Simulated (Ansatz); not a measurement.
# SnTe2 (model cell, started as fluorite): phonons and vibrational spectra

Task: relax SnTe2 (model cell, started as fluorite), then find its harmonic phonons.

Calculated with Ansatz 0.2.0; DFT PBE, scalar-relativistic, plane waves, PAW.

The structure was built from a prototype and need not be the compound's stable phase.

**1. The structure**

Symmetry: Fm-3m, No. 225, cubic system. The conventional cell has a = 6.898 Å, b = 6.898 Å, c = 6.898 Å, α = 90.00°, β = 90.00°, γ = 90.00°. Sn has 8 Te at 2.99 Å nearest. Nearest to Te lie 4 Sn at 2.99 Å. Farther neighbours and most contacts between anions are not listed.

As a file:

```cif
data_structure
_symmetry_space_group_name_H-M 'P 1'
_symmetry_Int_Tables_number 1
_cell_length_a 4.8777
_cell_length_b 4.8777
_cell_length_c 4.8777
_cell_angle_alpha 60.000
_cell_angle_beta 60.000
_cell_angle_gamma 60.000
_cell_volume 82.06
loop_
_atom_site_label
_atom_site_type_symbol
_atom_site_fract_x
_atom_site_fract_y
_atom_site_fract_z
_atom_site_occupancy
Sn1 Sn 0.00000 0.00000 0.00000 1
Te2 Te 0.25000 0.25000 0.25000 1
Te3 Te 0.75000 0.75000 0.75000 1
```

**2. Coarse relaxation**

The start is far from rest, so a relaxation with loose tolerances brings it close first.

input.yaml reads:

```yaml
crystal:
  lattice:
    - [0.0, 3.44909, 3.44909]
    - [3.44909, 0.0, 3.44909]
    - [3.44909, 3.44909, 0.0]
  atoms:
    - { symbol: Sn, position: [0.0, 0.0, 0.0] }
    - { symbol: Te, position: [0.25, 0.25, 0.25] }
    - { symbol: Te, position: [0.75, 0.75, 0.75] }
kpoints:
  mp_grid: { grid: [6, 6, 6] }
hamiltonian:
  xc: pbe
scf:
  occupations: { method: gaussian, width: 0.1 }
output:
  forces: true
  stress: true
  eigenvalues: true
relax:
  adjacent_minimum: "off"
  f_tol: 0.05
  max_steps: 80
  cell: { stress_tol: 0.5 }
```

On the command line:

```console
$ ansatz run input.yaml --threads 4 --pin off --max-ram 7168MiB --backend cpu --events-out ev --progress --plain --runs-dir out
```

Numbers of over 12 decimals in the logs are rounded to 6 here.

The program printed:

```text
The last accepted step is kept in <dir> (removed where the run ends without a failure and the disk answers)
Engine: ansatz 0.2.0, aarch64-unknown-linux-gnu
Pseudopotentials: kind: paw
Pseudopotential: Sn, paw, valence charge 14, recommended cutoff 420 eV (normal), Sn.paw.azcp
Pseudopotential: Te, paw, valence charge 16, recommended cutoff 420 eV (normal), Te.paw.azcp
Functional definition: PBE
  parameter kappa = 0.804
[...]
--- Relaxed structure (4 steps of the walk, 4 accepted, 1 SCFs on fresh bases) ---
  F+E_penalty+E_count = -19983.75630276 eV   max|allowed force component| = 1.407e-17 eV/Å   (the final SCF, on the basis selected at the relaxed cell)
  cell:  # Å, volume = 102.5331 Å³
    - [0, 3.714879, 3.714879]
    - [3.714879, 0, 3.714879]
    - [3.714879, 3.714879, 0]
  atoms:
    - { symbol: Sn, position: [0, 0, 0] }
    - { symbol: Te, position: [0.25, 0.25, 0.25] }
    - { symbol: Te, position: [0.75, 0.75, 0.75] }
[key lines of the parts left out:]
SCF converged after 5 iterations
Free energy (F): -19983.756303 eV
Fermi energy:    8.015646 eV
P = ⅓ Tr σ = 0.1616 GPa (1.616 kbar)
```

Elapsed: 3.2 s, on 4 threads of Arm Neoverse V2, shared host; peak memory 0.41 GiB; 11 s of CPU time.

Step by step:

```csv
step,energy less that of the first step (eV),largest force component (eV/Å),pressure (GPa),volume (Å³)
1,0.0000,0.0000,14.31,82.06
2,-0.6584,0.0000,3.78,94.66
3,-0.7384,0.0000,1.07,100.18
4,-0.7467,0.0000,0.14,102.53
5*,-0.7509,0.0000,0.16,102.53
```

Relaxation steps marked * repeat the geometry before them on a plane-wave basis chosen anew for their cell, so energy and pressure can jump there.

The run keeps the 48 symmetry operations that it works with, so distortions that break them were not tested.

```csv
"conventional cell, symmetrised",before,after,change
a (Å),6.898,7.430,+7.7 %
b (Å),6.898,7.430,+7.7 %
c (Å),6.898,7.430,+7.7 %
volume (Å³/atom),27.35,34.18,+24.9 %
```

Final coordinates:

```xyz
3
Lattice="0.0000 3.7149 3.7149 3.7149 0.0000 3.7149 3.7149 3.7149 0.0000" Properties=species:S:1:pos:R:3 pbc="T T T"
Sn    0.0000    0.0000    0.0000
Te    1.8574    1.8574    1.8574
Te    5.5723    5.5723    5.5723
```

Numbers from this step:

| Item | Value |
| --- | --- |
| pressure | 0.1616 GPa |
| volume per atom | 34.18 Å³ |
| gap on the k-mesh | 0 eV |

In this step the volume went from 27.35 to 34.18 Å³/atom.

**3. Relaxation**

Harmonic phonons are second derivatives at a point where the forces vanish, and they are wanted at zero stress, so atoms and cell are relaxed first.

input.yaml reads:

```yaml
crystal:
  lattice:
    - [0.0, 3.7148789553, 3.7148789553]
    - [3.7148789553, 0.0, 3.7148789553]
    - [3.7148789553, 3.7148789553, 0.0]
  atoms:
    - { symbol: Sn, position: [0.0, 0.0, 0.0] }
    - { symbol: Te, position: [0.25, 0.25, 0.25] }
    - { symbol: Te, position: [0.75, 0.75, 0.75] }
kpoints:
  mp_grid: { grid: [10, 10, 10] }
hamiltonian:
  xc: pbe
scf:
  occupations: { method: gaussian, width: 0.1 }
output:
  forces: true
  stress: true
  eigenvalues: true
  write_density: true
  write_potential: true
  elf: true
  volumetric_format: npy
relax:
  adjacent_minimum: "off"
  f_tol: 0.005
  max_steps: 80
  cell: { stress_tol: 0.05 }
```

The program printed:

```text
[...]
Crystal: 3 atoms, lattice volume = 102.533 Å³
Basis set: ecut = 420 eV, 1989 PW (Γ), exchange–correlation on 72×72×72 points (8 copies of the dense FFT grid, shifted against one another)
Bands: 28, of which v1, the nominal top of the filled ones, is band 23 counted from 1 (22 counted from 0)
Symmetry: 48 space group operations
[...]
k-points: 47 of 1000
[...]
SCF iter   1: F=—  HF=-19983.754499 eV  |F-HF|=—  |Δ(HF+E_count)|=         —  Δρ=1.26e-3  dr2=2.30e-3  ethr=1.77e-3  ⟨swp⟩=6.8  Hψ=5979  notcnv=0
[...]
SCF iter   6: F=-19983.752947 eV  HF=-19983.752947 eV  |F-HF|=1.65e-8  |Δ(HF+E_count)|=   4.09e-7  Δρ=5.13e-6  dr2=3.73e-8  ethr=2.17e-10  ⟨swp⟩=10.0  Hψ=9851  notcnv=0
SCF 1 converged in 6 iterations: F = -19983.752947 eV  dr2 = 3.73e-8
[...]
relax step   1: F+E_penalty+E_count = -19983.75294704 eV  Δ(F+E_penalty+E_count) = +0.000e0 eV  max|allowed force component| = 4.240e-18 eV/Å  Δτ_max = 0.0000 Å  P = +0.234 GPa  Ω = 102.533 Å³  (6 SCF iters, dr2 threshold 1.00e-7 eV, accepted)
Crystal: 3 atoms, lattice volume = 103.230 Å³
[...]
SCF iter   3: F=-19983.753307 eV  HF=-19983.753308 eV  |F-HF|=2.74e-8  |Δ(HF+E_count)|=   4.92e-8  Δρ=7.74e-6  dr2=6.56e-8  ethr=2.97e-10  ⟨swp⟩=13.1  Hψ=10823  notcnv=0
SCF 2 converged in 3 iterations: F = -19983.753307 eV  dr2 = 6.56e-8
relax step   2: F+E_penalty+E_count = -19983.75330749 eV  Δ(F+E_penalty+E_count) = -3.604e-4 eV  max|allowed force component| = 9.445e-18 eV/Å  Δτ_max = 0.0000 Å  P = -0.016 GPa  Ω = 103.230 Å³  energy of the carried Pulay correction = -1.094e-4 eV  (3 SCF iters, dr2 threshold 1.37e-7 eV, accepted)
[...]
SCF iter   5: F=-19983.753423 eV  HF=-19983.753423 eV  |F-HF|=7.28e-12  |Δ(HF+E_count)|=  1.46e-11  Δρ=5.95e-8  dr2=6.79e-12  ethr=1.00e-12  ⟨swp⟩=8.3  Hψ=7032  notcnv=0
SCF 3 converged in 5 iterations: F = -19983.753423 eV  dr2 = 6.79e-12
relax step   3: F+E_penalty+E_count = -19983.75342312 eV  Δ(F+E_penalty+E_count) = -1.156e-4 eV  max|allowed force component| = 9.637e-18 eV/Å  Δτ_max = 0.0000 Å  P = -0.016 GPa  Ω = 103.230 Å³  stress off target by 1.64e-2 GPa  SCF on the basis re-selected at this cell (its energy is not comparable with the rows above)  (5 SCF iters)
[...]
SCF converged after 5 iterations
Free energy (F): -19983.753423 eV
[...]
Internal energy: -19983.737820 eV  (E = F + TS)
E sigma→0 (E₀):  -19983.745622 eV
Entropy (-TS):   -0.015603 eV (-5.201 meV/atom)
Fermi energy:    7.911796 eV
[...]
--- Stress (GPa, compression-positive) ---
       -0.016355      -0.000000      -0.000000
       -0.000000      -0.016355      -0.000000
       -0.000000      -0.000000      -0.016355
  P = ⅓ Tr σ = -0.0164 GPa (-0.164 kbar)
--- Band table (eV; the first three rows and the last of 47) ---
  k-point 0: bands = [... 19 lower, 5.3569, 5.3569, 6.5688, 6.5688, 6.5688, 9.5661, 9.5661, 9.5661, ... 1 higher]
  k-point 1: bands = [... 19 lower, 5.3116, 5.3116, 6.5520, 6.5520, 7.0988, 9.5849, 9.6236, 9.6236, ... 1 higher]
  k-point 2: bands = [... 19 lower, 5.2140, 5.2140, 6.4695, 6.4695, 7.8724, 9.8606, 9.8606, 9.9117, ... 1 higher]
  k-point 46: bands = [... 19 lower, 4.9020, 6.1099, 7.0193, 8.5619, 8.7743, 10.5446, 11.3434, 11.7479, ... 1 higher]
--- Relaxed structure (2 steps of the walk, 2 accepted, 1 SCFs on fresh bases) ---
[...]
cell:  # Å, volume = 103.2298 Å³
    - [0, 3.723275, 3.723275]
    - [3.723275, 0, 3.723275]
    - [3.723275, 3.723275, 0]
  atoms:
    - { symbol: Sn, position: [0, 0, 0] }
    - { symbol: Te, position: [0.25, 0.25, 0.25] }
    - { symbol: Te, position: [0.75, 0.75, 0.75] }
```

Elapsed: 5.4 s, on 4 threads; peak memory 0.48 GiB.

Step by step:

```csv
step,energy less that of the first step (eV),largest force component (eV/Å),pressure (GPa),volume (Å³)
1,0.0000,0.0000,0.23,102.53
2,-0.0004,0.0000,-0.02,103.23
3*,-0.0005,0.0000,-0.02,103.23
```

Relaxation steps marked * repeat the geometry before them on a plane-wave basis chosen anew for their cell, so energy and pressure can jump there.

The run keeps the 48 symmetry operations that it works with, so distortions that break them were not tested.

```csv
"conventional cell, symmetrised",before,after,change
a (Å),7.430,7.447,+0.2 %
b (Å),7.430,7.447,+0.2 %
c (Å),7.430,7.447,+0.2 %
volume (Å³/atom),34.18,34.41,+0.7 %
```

The relaxed structure:

```xyz
3
Lattice="0.0000 3.7233 3.7233 3.7233 0.0000 3.7233 3.7233 3.7233 0.0000" Properties=species:S:1:pos:R:3 pbc="T T T"
Sn    0.0000    0.0000    0.0000
Te    1.8616    1.8616    1.8616
Te    5.5849    5.5849    5.5849
```

This step gave:

- pressure: -0.01635 GPa
- volume per atom: 34.41 Å³

Valence density in the ac plane of a cell with a along [110], b along [-110] and c along [001] of the cube at fractional y = 0.000, with atoms of Sn and Te within 0.2 Å of it. It is the smooth field of the valence electrons, not physical close to the nuclei.

Values in e/Å³, 11 rows by 16 columns, each cell a mean:
```
 6  1  0  0  0  0  0  4  6  1  0  0  0  0  0  4
 0  0  0  1  2  0  0  0  0  0  0  1  2  0  0  0
 0  0  1  8 11  1  0  0  0  0  1  8 11  1  0  0
 0  0  0  3  4  1  0  0  0  0  0  3  4  1  0  0
 0  0  0  0  0  0  0  0  0  0  0  0  0  0  0  0
 0  0  0  0  0  0  0  0  0  0  0  0  0  0  0  0
 0  0  0  0  0  0  0  0  0  0  0  0  0  0  0  0
 0  0  0  5  6  1  0  0  0  0  0  5  6  1  0  0
 0  0  1  7  9  1  0  0  0  0  1  7  9  1  0  0
 1  0  0  1  1  0  0  1  1  0  0  1  1  0  0  1
 8  1  0  0  0  0  0  6  8  1  0  0  0  0  0  6
```
Columns run along a (10.5 Å), rows up along c (7.4 Å), edges of the conventional cell, whose origin can differ from the input's. Atoms in or near the plane, at fractional coordinates: Sn at (0.00, 0.00), Sn at (0.50, 0.00), Te at (0.25, 0.25), Te at (0.75, 0.25), Te at (0.25, 0.75), Te at (0.75, 0.75).

Electrostatic potential energy in the ac plane of a cell with a along [110], b along [-110] and c along [001] of the cube at fractional y = 0.000, with atoms of Sn and Te within 0.2 Å of it. With pseudopotentials it is smooth inside the atoms' cores, unlike the true potential.

Ten even steps from '0' (-9 eV) to '9' (45 eV), each cell a mean:
```
840133333332017840133333332017
100233222333101100233222333101
012331000123210012331000123210
223320143013332223320143013332
333310699202333333310699202333
333310699202333333310699202333
333320153013333333320153013333
333331000123333333331000123333
443333222333334443333222333334
444333333333344444333333333344
444333333333344444333333333344
443333333333344443333333333344
443332111233334443332111233334
333320010023333333320010023333
333320487102333333320487102333
333310799302333333310799302333
333310487102333333310487102333
122320010023322122320010023322
001232111233200001232111233200
510233333332104510233333332104
950133333332028950133333332028
```
Columns run along a (10.5 Å; values clipped at the 3rd and 97th percentile), rows up along c (7.4 Å), edges of the conventional cell, whose origin can differ from the input's. Atoms in or near the plane, at fractional coordinates: Sn at (0.00, 0.00), Sn at (0.50, 0.00), Te at (0.25, 0.25), Te at (0.75, 0.25), Te at (0.25, 0.75), Te at (0.75, 0.75).

ELF in the ac plane of a cell with a along [110], b along [-110] and c along [001] of the cube at fractional y = 0.000, with atoms of Sn and Te within 0.2 Å of it. It is the smooth field of the valence electrons, not physical close to the nuclei.

Ten even steps from '_' (0.01) to '@' (0.61), each cell a mean:
```
__..++++====++++++======++--____..++++====++++++======++--__
--==++++**%%@@@@@@%%##++++++----==++++**%%@@@@@@%%##++++++--
++++++++%%@@%%##%%@@@@##++++++++++++++%%@@%%##%%@@@@##++++++
======##@@%%++--==##@@%%++==========##@@%%++--==##@@%%++====
::::--##@@##::__..==%%@@++::::::::--##@@##::__..==%%@@++::::
__..--%%@@##::....==%%@@++..____..--%%@@##::....==%%@@++..__
____--##@@%%++--==##@@@@++..______--##@@%%++--==##@@@@++..__
____::**@@@@%%##%%@@@@%%--________::**@@@@%%##%%@@@@%%--____
____..--**%%@@@@@@@@##==..________..--**%%@@@@@@@@##==..____
______..::--++++++==--..____________..::--++++++==--..______
________..::------::....______________..::------::....______
______..==**######**++--..__________..==**######**++--..____
____..==%%@@@@@@@@@@@@**--________..==%%@@@@@@@@@@@@**--____
____::##@@@@##++**%%@@%%==..______::##@@@@##++**%%@@%%==..__
____--%%@@##--..::++%%@@++..______--%%@@##--..::++%%@@++..__
....--%%@@**::....==%%@@++::......--%%@@**::....==%%@@++::..
----==##@@##--....++@@@@++--------==##@@##--....++@@@@++----
++====**@@@@##++**%%@@%%++==++++====**@@@@##++**%%@@%%++==++
==++++++##@@@@%%@@@@%%**++++++==++++++##@@@@%%@@@@%%**++++++
..--++++++**##%%##**++++++==....--++++++**##%%##**++++++==..
__..==++==------------==++--____..==++==------------==++--__
```
Columns run along a (10.5 Å), rows up along c (7.4 Å), edges of the conventional cell, whose origin can differ from the input's. Atoms in or near the plane, at fractional coordinates: Sn at (0.00, 0.00), Sn at (0.50, 0.00), Te at (0.25, 0.25), Te at (0.75, 0.25), Te at (0.25, 0.75), Te at (0.75, 0.75).

In this step the volume went from 34.18 to 34.41 Å³/atom.

(Continued in part 2 of 3.)

[Logs are printed without paths, hosts, clocks, repeated set-up lines and the standing remarks that a program may print on its own settings, such as how far it seeks lower states.]

[Hosts, paths, dates, database ids (printed as entryN), source tags and the programs' standing remarks are cut or masked in the printed files.]
